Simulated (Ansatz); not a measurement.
**InSe monolayer: from the cell to its phonons**

Aim: the vibrations of InSe monolayer, their spectra, and whether the structure is stable.

Program: Ansatz 0.2.0. Level of theory: DFT LDA, scalar-relativistic, plane waves, PAW. Results are calculated unless marked as measured.

### Step 1. Starting point

The cell holds 4 atoms: 2 In and 2 Se. Its edges and angles: a = 4.130 Å, b = 4.130 Å, c = 22.000 Å, α = 90.0°, β = 90.0°, γ = 120.0°. Vacuum lies along c.

### Step 2. Relaxation

The cell and atoms are relaxed, since residual forces and stress would shift the frequencies.

The program solves this slab on a cell height of its own, 34.1 Å, in place of the one typed.

Contents of input.yaml:

```yaml
crystal:
  lattice:
    - [4.13, 0.0, 0.0]
    - [-2.065, 3.57668, 0.0]
    - [0.0, 0.0, 22.0]
  atoms:
    - { symbol: In, position: [0.333333, 0.666667, 0.563636] }
    - { symbol: In, position: [0.333333, 0.666667, 0.436364] }
    - { symbol: Se, position: [0.666667, 0.333333, 0.617045] }
    - { symbol: Se, position: [0.666667, 0.333333, 0.382955] }
  periodic: [true, true, false]
kpoints:
  mp_grid: { grid: [9, 9, 1] }
hamiltonian:
  xc: lda
scf:
  occupations: { method: gaussian, width: 0.02 }
output:
  forces: true
  stress: true
  eigenvalues: true
relax:
  adjacent_minimum: "off"
  f_tol: 0.005
  max_steps: 80
  cell: { stress_2d_tol: 0.02 }
```

The run is started by

```console
ansatz run input.yaml --threads 8 --pin off --max-ram 14336MiB --backend cpu --events-out ev --progress --plain --runs-dir out
```

Numbers of over 12 decimals in the logs are rounded to 6 here.

Output:

```text
Warning: crystal.periodic: the lattice vector that does not repeat stood 0.000° off the slab's normal, 22.000 Å along it as the deck builds it. The run solves the slab on a vector along the normal, 34.100 Å long, with every atom where it was (on the deck's vector they left 16.85 Å outside them, and the widest stretch free of ions among them is 2.80 Å). A fractional position that the run reports is one of the run's ce [...]
Warning: the atoms were moved onto the symmetric positions of the space group found under crystal.symmetry.tolerance 1.0e-5 (fractional; no operation is sought that the atoms, as they stand in a round, miss by more than twice it, and no atom is moved by as much as it), and the run uses the moved positions. Before a round's move an operation carried an atom to 4.13e-6 Å from where it should land, the largest such dist [...]
crystal.periodic: the lattice vector that does not repeat stood 0.000° off the slab's normal, 22.000 Å along it as the deck builds it. The run solves the slab on a vector along the normal, 34.100 Å long, with every atom where it was (on the deck's vector they left 16.85 Å outside them, and the widest stretch free of ions among them is 2.80 Å). A fractional position that the run reports is one of the run's cell, which [...]
Engine: ansatz 0.2.0, aarch64-unknown-linux-gnu
Pseudopotentials: kind: paw
Pseudopotential: In, paw, valence charge 13, recommended cutoff 420 eV (normal), In.paw.azcp
Pseudopotential: Se, paw, valence charge 16, recommended cutoff 420 eV (normal), Se.paw.azcp
Functional definition: SPW92
  exchange = slater_x
  correlation = pw_c
Crystal: 4 atoms, lattice volume = 503.714 Å³
Basis set: ecut = 420 eV, 9725 PW (Γ)
Bands: 35, of which v1, the nominal top of the filled ones, is band 29 counted from 1 (28 counted from 0)
Symmetry: 12 space group operations
Space group: P-6m2 (ITA 187), of the structure as read, at distance tolerance 8.0e-5 Å
k-points: 12 of 81 (time reversal used)
Non-local potential: In, projectors of the file, l = 0: 2, l = 1: 2, l = 2: 2, l = 3: 2
Non-local potential: Se, projectors of the file, l = 0: 2, l = 1: 2, l = 2: 3, l = 3: 1
PAW form: soft (Blöchl's): semilocal exchange-correlation on the pseudo side does not see the compensation charge
PAW frozen core: In, regenerated for the run's functional, and the local potential with it (the file was generated under x = pbe(κ = 0.804, μ = 0.219515), c = pbe(β = 0.066725))
PAW frozen core: Se, regenerated for the run's functional, and the local potential with it (the file was generated under x = pbe(κ = 0.804, μ = 0.219515), c = pbe(β = 0.066725))
PAW one-centre angular grid: In, 590 points (default); XC on 64 Gauss nodes
PAW one-centre angular grid: Se, 590 points (default); XC on 64 Gauss nodes
Initial density: superposition of atomic densities (neutral atoms: chi_scale 0, normalization atom), corrected by the library's trained network
Initial wavefunctions: pseudopotential atomic-orbital guess
Functional: x = slater, c = lda
SCF iter   1: F=—  HF=-21682.502767 eV  |F-HF|=—  |Δ(HF+E_count)|=         —  Δρ=3.41e-3  dr2=7.26e-2  ethr=1.77e-3  ⟨swp⟩=13.8  Hψ=2530  notcnv=0
preconditioner: auto → Resta (q_TF=auto, 1.903 Å⁻¹)  ε∞=1.6  [insulator: Δε(μ)=0.859 eV  Ē_g=13.653 eV  σ=0.020 eV  W_gap=1.00  n_scr=62 (ndim 8)  ℏωp=10.2 eV  f_vac=0.745  D(μ)=0.00/eV (n_scr^D=0)  ε∞_Penn≈1.6  vacuum switching on, ρ_ref=1.4e-2 e/Å³]
SCF iter   2: F=—  HF=-21682.489379 eV  |F-HF|=—  |Δ(HF+E_count)|=   1.34e-2  Δρ=1.47e-3  dr2=2.36e-2  ethr=1.25e-4  ⟨swp⟩=4.0  Hψ=934  notcnv=0  defer=15
SCF iter   3: F=—  HF=-21682.485459 eV  |F-HF|=—  |Δ(HF+E_count)|=   3.92e-3  Δρ=7.47e-4  dr2=3.44e-3  ethr=4.07e-5  ⟨swp⟩=3.9  Hψ=800  notcnv=0  defer=15
SCF iter   4: F=—  HF=-21682.485068 eV  |F-HF|=—  |Δ(HF+E_count)|=   3.92e-4  Δρ=3.39e-4  dr2=4.57e-4  ethr=5.93e-6  ⟨swp⟩=2.0  Hψ=576  notcnv=0  defer=15
SCF iter   5: F=—  HF=-21682.485053 eV  |F-HF|=—  |Δ(HF+E_count)|=   1.46e-5  Δρ=5.68e-5  dr2=1.23e-5  ethr=7.88e-7  ⟨swp⟩=2.2  Hψ=624  notcnv=0  defer=15
SCF iter   6: F=—  HF=-21682.485092 eV  |F-HF|=—  |Δ(HF+E_count)|=   3.85e-5  Δρ=9.13e-6  dr2=3.43e-7  ethr=2.12e-8  ⟨swp⟩=3.2  Hψ=867  notcnv=0  defer=15
iter 7 did not close the SCF: its close was put off until two iterations running show no level that it waits for move by more than its bar (scf_convergence_deferred on its scf_iter line)
SCF iter   7: F=-21682.485092 eV  HF=-21682.485092 eV  |F-HF|=1.60e-9  |Δ(HF+E_count)|=   1.68e-7  Δρ=1.93e-6  dr2=2.11e-8  ethr=1.72e-10  ⟨swp⟩=16.8  Hψ=2311  notcnv=0
iter 8 did not close the SCF: its close was put off until two iterations running show no level that it waits for move by more than its bar (scf_convergence_deferred on its scf_iter line)
SCF iter   8: F=-21682.485092 eV  HF=-21682.485092 eV  |F-HF|=1.51e-9  |Δ(HF+E_count)|=   4.99e-9  Δρ=5.96e-7  dr2=1.65e-9  ethr=3.64e-11  ⟨swp⟩=2.2  Hψ=1473  notcnv=0
SCF iter   9: F=-21682.485092 eV  HF=-21682.485092 eV  |F-HF|=1.16e-10  |Δ(HF+E_count)|=  5.82e-10  Δρ=1.13e-7  dr2=7.55e-11  ethr=2.85e-12  ⟨swp⟩=2.2  Hψ=1450  notcnv=0
SCF 1 converged in 9 iterations: F = -21682.485092 eV  dr2 = 7.55e-11
  greatest PAW one-centre occupation: 1.000 electrons in one spin orbital (limit 2), on the Se atom at site 3 (counted from 0), in its partial waves of l = 2
relax step   1: F+E_penalty+E_count = -21682.48509177 eV  Δ(F+E_penalty+E_count) = +0.000e0 eV  max|allowed force component| = 2.378e-1 eV/Å  Δτ_max = 0.0000 Å  P = -2.786 N/m  Ω = 503.714 Å³  fix = [c, alpha, beta]  reactions: c -0.000 N/m  (9 SCF iters, dr2 threshold 1.00e-7 eV, accepted)
Crystal: 4 atoms, lattice volume = 472.594 Å³
Basis set: ecut = 420 eV, 9305 PW (Γ)
Initial density: handed on by an earlier stage of this run
Initial wavefunctions: those handed on with the density
iter 1 solved again at ethr=2.90e-5 eV; its pass at ethr=3.10e-3 eV (dr2=1.68e-2 eV) is discarded
SCF iter   1: F=—  HF=-21682.545455 eV  |F-HF|=—  |Δ(HF+E_count)|=         —  Δρ=2.32e-3  dr2=1.77e-2  ethr=2.90e-5  ⟨swp⟩=3.5  Hψ=3093  notcnv=0
preconditioner: auto → Resta (q_TF=auto, 1.923 Å⁻¹)  ε∞=1.6  [insulator: Δε(μ)=1.528 eV  Ē_g=13.914 eV  σ=0.020 eV  W_gap=1.00  n_scr=62 (ndim 8)  ℏωp=10.5 eV  f_vac=0.744  D(μ)=0.00/eV (n_scr^D=0)  ε∞_Penn≈1.6  vacuum switching on, ρ_ref=1.4e-2 e/Å³]
SCF iter   2: F=—  HF=-21682.540222 eV  |F-HF|=—  |Δ(HF+E_count)|=   5.23e-3  Δρ=1.14e-3  dr2=3.77e-3  ethr=2.90e-5  ⟨swp⟩=3.0  Hψ=701  notcnv=0
SCF iter   3: F=—  HF=-21682.539887 eV  |F-HF|=—  |Δ(HF+E_count)|=   3.34e-4  Δρ=3.67e-4  dr2=3.19e-3  ethr=6.50e-6  ⟨swp⟩=3.3  Hψ=910  notcnv=0
[...]
preconditioner: auto → Resta (q_TF=auto, 1.931 Å⁻¹)  ε∞=1.6  [insulator: Δε(μ)=1.632 eV  Ē_g=13.958 eV  σ=0.020 eV  W_gap=1.00  n_scr=62 (ndim 8)  ℏωp=10.7 eV  f_vac=0.740  D(μ)=0.00/eV (n_scr^D=0)  ε∞_Penn≈1.6  vacuum switching on, ρ_ref=1.4e-2 e/Å³]
SCF iter   2: F=—  HF=-21682.608511 eV  |F-HF|=—  |Δ(HF+E_count)|=   2.65e-3  Δρ=8.88e-4  dr2=3.91e-3  ethr=2.11e-5  ⟨swp⟩=2.9  Hψ=758  notcnv=0
SCF iter   3: F=—  HF=-21682.608146 eV  |F-HF|=—  |Δ(HF+E_count)|=   3.65e-4  Δρ=5.34e-4  dr2=2.50e-3  ethr=6.74e-6  ⟨swp⟩=3.7  Hψ=893  notcnv=0
SCF iter   4: F=—  HF=-21682.607724 eV  |F-HF|=—  |Δ(HF+E_count)|=   4.22e-4  Δρ=9.12e-5  dr2=2.58e-5  ethr=4.30e-6  ⟨swp⟩=2.6  Hψ=610  notcnv=0
SCF iter   5: F=—  HF=-21682.607765 eV  |F-HF|=—  |Δ(HF+E_count)|=   4.13e-5  Δρ=3.29e-5  dr2=3.11e-6  ethr=4.45e-8  ⟨swp⟩=3.6  Hψ=1014  notcnv=0
SCF iter   6: F=-21682.607765 eV  HF=-21682.607765 eV  |F-HF|=9.72e-8  |Δ(HF+E_count)|=   1.13e-7  Δρ=6.27e-6  dr2=1.93e-7  ethr=6.90e-10  ⟨swp⟩=11.3  Hψ=2418  notcnv=0
SCF 3 converged in 6 iterations: F = -21682.607765 eV  dr2 = 1.93e-7
  greatest PAW one-centre occupation: 1.000 electrons in one spin orbital (limit 2), on the Se atom at site 2 (counted from 0), in its partial waves of l = 2
relax step   3: F+E_penalty+E_count = -21682.60776538 eV  Δ(F+E_penalty+E_count) = -6.846e-2 eV  max|allowed force component| = 1.370e-1 eV/Å  Δτ_max = 0.0698 Å  P = +0.295 N/m  Ω = 461.227 Å³  energy of the carried Pulay correction = +1.653e-3 eV  fix = [c, alpha, beta]  reactions: c +0.000 N/m  (6 SCF iters, dr2 threshold 4.00e-7 eV, accepted)
[...]
relax step   4: F+E_penalty+E_count = -21682.60723577 eV  Δ(F+E_penalty+E_count) = +5.296e-4 eV  max|allowed force component| = 1.229e-1 eV/Å  Δτ_max = 0.0333 Å  P = -0.257 N/m  Ω = 460.593 Å³  energy of the carried Pulay correction = +1.679e-3 eV  fix = [c, alpha, beta]  (6 SCF iters, dr2 threshold 4.00e-7 eV, rejected (line search))
[...]
relax step   5: F+E_penalty+E_count = -21682.60945470 eV  Δ(F+E_penalty+E_count) = -1.689e-3 eV  max|allowed force component| = 7.291e-3 eV/Å  Δτ_max = 0.0119 Å  P = -0.008 N/m  Ω = 461.397 Å³  energy of the carried Pulay correction = +1.646e-3 eV  fix = [c, alpha, beta]  reactions: c -0.000 N/m  (9 SCF iters, accepted)
[...]
relax step   6: F+E_penalty+E_count = -21682.60946487 eV  Δ(F+E_penalty+E_count) = -1.017e-5 eV  max|allowed force component| = 1.054e-3 eV/Å  Δτ_max = 0.0005 Å  P = +0.000 N/m  Ω = 461.280 Å³  energy of the carried Pulay correction = +1.651e-3 eV  fix = [c, alpha, beta]  reactions: c +0.000 N/m  (5 SCF iters, dr2 threshold 3.32e-9 eV, accepted)
Initial wavefunctions: pseudopotential atomic-orbital guess (no wavefunctions were taken with the density)
iter 1 solved again at ethr=1.48e-7 eV; its pass at ethr=3.10e-3 eV (dr2=8.61e-5 eV) is discarded
SCF iter   1: F=—  HF=-21682.607885 eV  |F-HF|=—  |Δ(HF+E_count)|=         —  Δρ=4.44e-5  dr2=1.48e-6  ethr=1.48e-7  ⟨swp⟩=6.0  Hψ=4493  notcnv=0
SCF iter   2: F=—  HF=-21682.607923 eV  |F-HF|=—  |Δ(HF+E_count)|=   3.73e-5  Δρ=2.18e-5  dr2=4.07e-7  ethr=2.56e-9  ⟨swp⟩=2.2  Hψ=801  notcnv=0
SCF iter   3: F=—  HF=-21682.607923 eV  |F-HF|=—  |Δ(HF+E_count)|=   8.45e-8  Δρ=5.78e-6  dr2=2.76e-8  ethr=7.02e-10  ⟨swp⟩=2.4  Hψ=624  notcnv=0
SCF iter   4: F=—  HF=-21682.607923 eV  |F-HF|=—  |Δ(HF+E_count)|=   8.28e-9  Δρ=5.87e-7  dr2=6.94e-9  ethr=4.77e-11  ⟨swp⟩=2.8  Hψ=795  notcnv=0
SCF iter   5: F=—  HF=-21682.607923 eV  |F-HF|=—  |Δ(HF+E_count)|=   1.30e-9  Δρ=4.62e-7  dr2=1.88e-9  ethr=1.20e-11  ⟨swp⟩=3.3  Hψ=813  notcnv=0
SCF iter   6: F=—  HF=-21682.607923 eV  |F-HF|=—  |Δ(HF+E_count)|=  3.13e-10  Δρ=1.74e-7  dr2=1.32e-10  ethr=3.25e-12  ⟨swp⟩=2.6  Hψ=676  notcnv=0
SCF iter   7: F=—  HF=-21682.607923 eV  |F-HF|=—  |Δ(HF+E_count)|=  2.55e-11  Δρ=3.73e-8  dr2=5.12e-12  ethr=1.00e-12  ⟨swp⟩=1.8  Hψ=480  notcnv=0
SCF iter   8: F=-21682.607923 eV  HF=-21682.607923 eV  |F-HF|=5.82e-11  |Δ(HF+E_count)|=  4.73e-11  Δρ=8.24e-9  dr2=4.26e-13  ethr=1.00e-12  ⟨swp⟩=9.9  Hψ=2485  notcnv=0
SCF 7 converged in 8 iterations: F = -21682.607923 eV  dr2 = 4.26e-13
relax step   7: F+E_penalty+E_count = -21682.60792292 eV  Δ(F+E_penalty+E_count) = +1.542e-3 eV  max|allowed force component| = 1.472e-3 eV/Å  Δτ_max = 0.0000 Å  P = -0.003 N/m  Ω = 461.280 Å³  fix = [c, alpha, beta]  reactions: c -0.000 N/m  stress off target by 3.10e-3 N/m on what of the cell is left free  SCF on the basis re-selected at this cell (its energy is not comparable with the rows above)  (8 SCF iters)
basis re-selected at this cell: Δ(F+E_penalty+E_count) = +1.542e-3 eV, ΔP = -0.003 N/m vs the last step (what re-selecting the basis moved, of the pressure what is left beyond the Pulay correction that the steps carried, after the strain that the cell walked since its last selection, with what the two solves' SCF thresholds leave and, on support functions, any second-order correction that the steps lacked; it is no measure of the basis error at this ecutwfc). The dense FFT grid was sized anew with the basis: this SCF ran on 27×27×240 points, the steps before it on 30×30×240, so part of this shift can come from that change (see relax.cell in the input reference). [rest of the remark cut]
SCF converged after 8 iterations
Free energy (F): -21682.607923 eV
Harris-Foulkes:  -21682.607923 eV  (|F-HF|=5.82e-11)
Internal energy: -21682.607923 eV  (E = F + TS)
E sigma→0 (E₀):  -21682.607923 eV
Fermi energy:    -5.354556 eV
--- Per-component energies (eV) ---
  E_band       = -1651.653196
  E_kinetic    = 726.784524
  E_local      = -142285.638481  (includes V_loc(G=0)·N_el)
  E_nonlocal   = -437.926090
  E_hartree    = 70462.130941
  E_xc         = -633.964675
  E_vxc        = -398.824960  (∫ρ·V_xc dr)
  E_paw        = -11685.189871  (= ΣΔE_a)
  E_vpaw       = -180.308833  (= ΣTr[D̂ρ^β])
  E_aug_tail   = -0.001158  (compensation charges beyond the density's cutoff)
  E_ewald      = 62166.193090
  E_core_change = 5.003797  (= ΣΔE_core)
  E_smearing   = -0.000000  (= −TS)
  E_closure    = 0.000000  (closes the sum)
  Σ components = -21682.607923   (vs F -21682.607923, Δ=0.00e0)
--- Forces (eV/Å), atoms counted from 1 ---
  atom   1  In     0.00000000    -0.00000000    -0.00147192
  atom   2  In     0.00000000    -0.00000000     0.00147192
  atom   3  Se    -0.00000000     0.00000000     0.00015799
  atom   4  Se    -0.00000000     0.00000000    -0.00015799
  max |Σ_I F_I| component: 1.62e-17 eV/Å
--- 2D stress c σ (N/m, compression-positive) ---
       -0.003102       0.000000       0.000000
        0.000000      -0.003102       0.000000
        0.000000       0.000000       0.000000
  P = ½ c Tr σ = -0.0031 N/m
--- Band table (eV; the first three rows and the last of 12) ---
  k-point 0: bands = [... 25 lower, -6.5958, -6.5112, -6.5112, -6.2830, -4.5193, -3.3383, -1.0387 (-1.0387°), -1.0387 (-1.0387°), ... 2 higher]
  k-point 1: bands = [... 25 lower, -7.2092, -6.7613, -6.6566, -6.2074, -3.8867, -2.7020, -1.6756 (-1.6756°), -0.9081 (-0.9081°), ... 2 higher]
  k-point 2: bands = [... 25 lower, -7.9395, -7.1337, -6.9880, -6.2201, -3.3027, -3.0964, -1.3123 (-1.3123°), -1.1730 (-1.1730°), ... 2 higher]
  k-point 11: bands = [... 25 lower, -9.1084, -7.9986, -7.4935, -7.3353, -3.6795, -2.9054, -2.0903, -1.1622, ... 2 higher]
  ° read free of the cell's end (the report's vacuum.weakly_bound_levels)
--- Relaxed structure (6 steps of the walk, 5 accepted, 1 SCFs on fresh bases) ---
  F+E_penalty+E_count = -21682.60792292 eV   max|allowed force component| = 1.472e-3 eV/Å   (the final SCF, on the basis selected at the relaxed cell)
  cell:  # Å, volume = 461.2804 Å³
    - [3.952212, 0, 0.0]
    - [-1.976106, 3.422716, 0.0]
    - [0.0, 0.0, 34.099960]
  atoms:
    - { symbol: In, position: [0.333333, 0.666667, 0.362726] }
    - { symbol: In, position: [0.333333, 0.666667, 0.282436] }
    - { symbol: Se, position: [0.666667, 0.333333, 0.400126] }
    - { symbol: Se, position: [0.666667, 0.333333, 0.245036] }
```

Elapsed: 22 s, on 8 threads of Arm Neoverse V1, shared host; peak memory 1.1 GiB; 2.7 min of CPU time.

Relaxation path:

```csv
step,energy less that of the first step (eV),largest force component (eV/Å),volume (Å³)
1,0.0000,0.2378,503.71
2,-0.0542,1.0224,472.59
3,-0.1227,0.1370,461.23
4,-0.1221,0.1229,460.59
5,-0.1244,0.0073,461.40
6,-0.1244,0.0011,461.28
7*,-0.1228,0.0015,461.28
```

Relaxation steps marked * repeat the geometry before them on a plane-wave basis chosen anew for their cell, so energy and pressure can jump there. Relaxation step 4 was tried and not accepted.

The run keeps the 12 symmetry operations that it works with, so distortions that break them were not tested.

```csv
cell as run,before,after,change
a (Å),4.130,3.952,-4.3 %
b (Å),4.130,3.952,-4.3 %
```

The atoms that moved most (Å, along periodic axes as changes of fractional coordinates times the final cell, across vacuum about the mean position):

```csv
atom,dx,dy,dz,length
Se3,0.000,0.000,0.069,0.069
Se4,0.000,0.000,-0.069,0.069
In1,0.000,0.000,-0.031,0.031
In2,0.000,0.000,0.031,0.031
```

Final coordinates:

```cif
data_structure
_symmetry_space_group_name_H-M 'P 1'
_symmetry_Int_Tables_number 1
_cell_length_a 3.9522
_cell_length_b 3.9522
_cell_length_c 34.1000
_cell_angle_alpha 90.000
_cell_angle_beta 90.000
_cell_angle_gamma 120.000
_cell_volume 461.28
loop_
_atom_site_label
_atom_site_type_symbol
_atom_site_fract_x
_atom_site_fract_y
_atom_site_fract_z
_atom_site_occupancy
In1 In 0.33333 0.66667 0.36273 1
In2 In 0.33333 0.66667 0.28244 1
Se3 Se 0.66667 0.33333 0.40013 1
Se4 Se 0.66667 0.33333 0.24504 1
```

Numbers from this step:

| Quantity | Value |
| --- | --- |
| gap on the k-mesh | 1.671 eV |
| direct gap on mesh | 1.764 eV |
| area per atom | 3.382 Å² |

The relaxation ends with a largest force component of 0.0015 eV/Å.

(Continued in part 2 of 3.)

[Logs are printed without paths, hosts, clocks, repeated set-up lines and the standing remarks that a program may print on its own settings, such as how far it seeks lower states.]

[Hosts, paths, dates, database ids (printed as entryN), source tags and the programs' standing remarks are cut or masked in the printed files.]
